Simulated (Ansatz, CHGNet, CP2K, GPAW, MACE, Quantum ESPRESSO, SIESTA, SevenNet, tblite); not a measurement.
# How far do other methods lie from plane waves? Ta(100)/ZrC(100) interface (56 atoms)

Aim: forces, pressure of Ta(100)/ZrC(100) interface (56 atoms) at one geometry, from other programs and methods, against plane-wave PBE.

Results are calculated, not measured.

### Step 1. The structure

The cell holds 56 atoms (24 Ta, 16 Zr and 16 C), with edges of 13.62, 6.61 and 11.98 Å. Recipe: bcc Ta(100), 3 repeat layers, 8 surface cells, strained -0.00 and +0.00 %; rock-salt ZrC(100), 2 layers, 8 cells, -0.57 and -0.57 %; outer planes 3.13 Å apart and 3.19 Å at the second interface of the periodic stack; not relaxed, displaced by a Gaussian of 0.02 Å. Then every atom was moved at random, 0.02 Å r.m.s. a Cartesian component. The density is 9.52 g/cm³.

### Step 2. The reference input

Quantum ESPRESSO 7.5: Kohn-Sham DFT, PBE, SSSP efficiency 1.3.0 pseudopotentials, plane waves. Its input, pw.in:

```
&control
  calculation = 'scf'
  pseudo_dir = './pseudo'
  outdir = './tmp'
  disk_io = 'none'
  tprnfor = .true.
  tstress = .true.
/
&system
  ibrav = 0
  nat = 56
  ntyp = 3
  ecutwfc = 45
  ecutrho = 360
  nosym = .true.
  occupations = 'smearing'
  smearing = 'fd'
  degauss = 0.003675
/
&electrons
  conv_thr = 2.8e-07
  electron_maxstep = 100
  mixing_beta = 0.2
  mixing_mode = 'local-TF'
  diagonalization = 'david'
/
ATOMIC_SPECIES
Ta 180.948 Ta.upf
Zr 91.224 Zr.upf
C 12.011 C.upf
CELL_PARAMETERS angstrom
13.61860 0.00000 0.00000
-1.60219 6.40876 0.00000
0.00000 0.00000 11.98281
ATOMIC_POSITIONS crystal
Ta 0.74718 0.36808 0.99353
Ta 0.62483 0.57201 0.13593
Ta 0.50020 0.24774 0.27793
Ta 0.74870 0.86377 0.00106
[... 50 atom lines left out ...]
Zr 0.15212 0.53506 0.73730
C 0.27969 0.35508 0.73653
K_POINTS gamma
```

```console
$ OMP_NUM_THREADS=1 mpirun -np 4 pw.x -in pw.in > output.txt
```

It took 3.3 min on 4 MPI ranks of Arm Neoverse V1, shared host; peak memory 3.5 GiB.

It converged with an r.m.s. force component of 0.48 eV/Å and a pressure of -12 GPa.

### Step 3. The other programs

- CHGNet: machine-learned potential, published weights.
- CP2K 2026.2: Gaussian basis with GTH pseudopotentials and a plane-wave density; labels give functional, basis (MOLOPT sets; SR short-range, UZH the newer set with its own potentials), grid cutoff/relative cutoff and solver (OT: orbital transformation; TRS4, TC2, SIGN: linear-scaling purification with its sparsity filter), or its built-in tight binding.
- GPAW 26.7.0: PAW with atomic orbitals (LCAO), plane waves or a real-space grid of spacing h.
- MACE: machine-learned potential, published weights.
- Quantum ESPRESSO 7.5: plane waves; labels (QE) give functional, pseudopotential set and cutoffs of waves/density.
- SIESTA 5.4.2: numerical atomic orbitals, whose automatically made sets are far from complete, with PseudoDojo norm-conserving potentials that we converted to its format (checked against plane waves on the same files for H, C, O, Si, Ge and Ca alone); labels give functional, basis size, energy shift and mesh cutoff.
- SevenNet: machine-learned potential, published weights.
- tblite 0.8.0: extended tight binding, driven from Python.

All use the same cell and atoms, and the electronic-structure runs the same k-mesh.

### Step 4. Side by side

Differences are against the reference: forces as r.m.s. over components, share as that over the reference's r.m.s. force, slope as the fitted ratio of a run's forces to the reference's.

```tsv
run	Δ force, r.m.s. (meV/Å)	share (%)	slope	Δ pressure (GPa)	cores	CPU time	memory (GiB)
reference	-	-	-	-	4	13 min	3.5
CHGNet r2SCAN potential	327	68.2	0.351	-1.10	1	3.9 s	0.69
CP2K PBE, DZVP-UZH, 300/50 Ry, diagonalisation (coarse)	44.6	9.3	1.007	1.02	4	21 min	4.2
CP2K PBE, DZVP-UZH, 600/50 Ry, diagonalisation	44.5	9.27	1.006	1.02	4	22 min	6.1
GPAW PBE, plane waves 450 eV	19.7	4.10	0.991	-0.496	2	9.5 min	1.3
MACE MP-0b3 medium potential	407	84.9	0.351	3.01	1	8.5 s	0.8
QE PBE, sg15-1.2, 60/240 Ry (coarse)	22.7	4.73	0.979	0.362	4	19 min	2.1
QE PBE, sssp-1.3.0-efficiency, 45/360 Ry, cg	0.351	0.073	1.000	-7.0e-4	4	63 min	3.4
SIESTA PBE, DZP, shift 0.01 Ry, mesh 300 Ry	82.6	17.2	0.972	-0.853	2	6.9 min	1.3
SIESTA PBE, TZP, shift 0.01 Ry, mesh 300 Ry	58.9	12.3	1.006	-1.36	2	9.4 min	1.6
SIESTA RPBE, PBE potentials, DZP, shift 0.01 Ry, mesh 300 Ry	92.6	19.3	0.933	1.44	2	6.5 min	1.3
SevenNet 0 potential	531	111	0.351	3.11	1	8.5 s	0.69
tblite GFN1-xTB	986	205	-0.345	6.37	1	5.3 s	0.11
```

Rows marked coarse were listed beforehand as settings not expected to be converged; some can still land near the reference.

Times of the machine-learned potentials are mostly Python's start and the loading of weights.

Runs without a result: CP2K GFN1-xTB, diagonalisation (not converged); GPAW PBE, LCAO dzp, h 0.2 Å (cut off at its time limit); GPAW PBE, LCAO szp(dzp), h 0.2 Å (cut off at its time limit); GPAW PBE, LCAO sz(dzp), h 0.2 Å (cut off at its time limit).

CPU time is summed over cores on shared hosts, so it is rough.

### Step 5. What came out

Forces lie from 0.073 % (QE PBE, sssp-1.3.0-efficiency, 45/360 Ry, cg) to 205 % (tblite GFN1-xTB) of the reference's r.m.s. force of 0.48 eV/Å away from it. Other PBE runs on plane waves or a grid: GPAW PBE, plane waves 450 eV 4.1 % and QE PBE, sssp-1.3.0-efficiency, 45/360 Ry, cg 0.073 % of the r.m.s. force; the reference has errors of its own, so differences under a few per cent don't tell which side is nearer the exact PBE result. With the reference's own potentials and cutoffs, another solver or threshold moves forces by 0.073 % (QE PBE, sssp-1.3.0-efficiency, 45/360 Ry, cg). The PBE runs in local orbitals, coarse settings apart, differ by 9.3 % (CP2K PBE, DZVP-UZH, 600/50 Ry, diagonalisation) to 17 % (SIESTA PBE, DZP, shift 0.01 Ry, mesh 300 Ry); basis, grid and potentials can all enter.

Tight binding differs by 205 % (tblite GFN1-xTB); it is another model, with fitted parameters of its own, and the xTB methods hold dispersion. Machine-learned potentials differ by 68 % (CHGNet r2SCAN potential) to 111 % (SevenNet 0 potential); they were trained on other programs' data, some at another functional. The reference samples few k-points for this cell, and its sampling error, which other DFT runs on the same mesh share, can be part of so large a difference. Among those trained on PBE data the slope goes as low as 0.35, with a correlation of 0.36, so directions differ as well as sizes. Rows with another functional or a dispersion term differ by 19 % (SIESTA RPBE, PBE potentials, DZP, shift 0.01 Ry, mesh 300 Ry), which mixes the change of model with differences of basis and potentials, some of them made for another functional. Runs with settings chosen to be coarse differ by 4.7 % (QE PBE, sg15-1.2, 60/240 Ry) to 9.3 % (CP2K PBE, DZVP-UZH, 300/50 Ry, diagonalisation), their programs' other errors included. From CP2K PBE, DZVP-UZH, 300/50 Ry, diagonalisation to the finer CP2K PBE, DZVP-UZH, 600/50 Ry, diagonalisation the share goes from 9.3 to 9.27 %, so the grid isn't what parts these runs from the reference. Pressures at PBE, coarse settings apart, lie -1.36 to +1.02 GPa from the reference's.

**Limits.** Periodic xTB results under one method name differ between programs and library versions. The potentials hold different valence shells: 568 electrons in the reference, 904 in Quantum ESPRESSO with SG15; this bears on time and differences. The reference's pressure holds the uncorrected Pulay stress of its 45 Ry basis, so small pressure differences may be the reference's own error. Machine-learned potentials mimic data converged in k, so the reference's own k-point error enters their differences. The reference's stress is far from hydrostatic: its diagonal is -11.2, -9.4, -15.5 GPa, compression counted positive. The host structure and its lattice constant were typed by rule, without a check against the phase diagram. The electronic-structure runs sample only Γ, in a cell whose shortest periodic width is 6 Å, which is coarse for a cell with partly filled levels. Spin–orbit coupling is left out, which matters for the levels of the heavy elements. The reference's pressure of -12 GPa reflects the volume that the recipe set, positions that aren't this level's minimum and the coarse k-sampling. Where levels are smeared, the DFT runs use Fermi–Dirac occupations at 580 K (0.05 eV), and energies are free energies. The atoms were displaced at random, and shares hang on the size of the forces that this gives. The reference's cutoffs and mesh weren't converged further here.

[Logs are printed without paths, hosts, clocks, repeated set-up lines and the standing remarks that a program may print on its own settings, such as how far it seeks lower states.]

[Hosts, paths, dates, database ids (printed as entryN), source tags and the programs' standing remarks are cut or masked in the printed files.]

[Cells were taken only where this reference lay near another plane-wave run.]
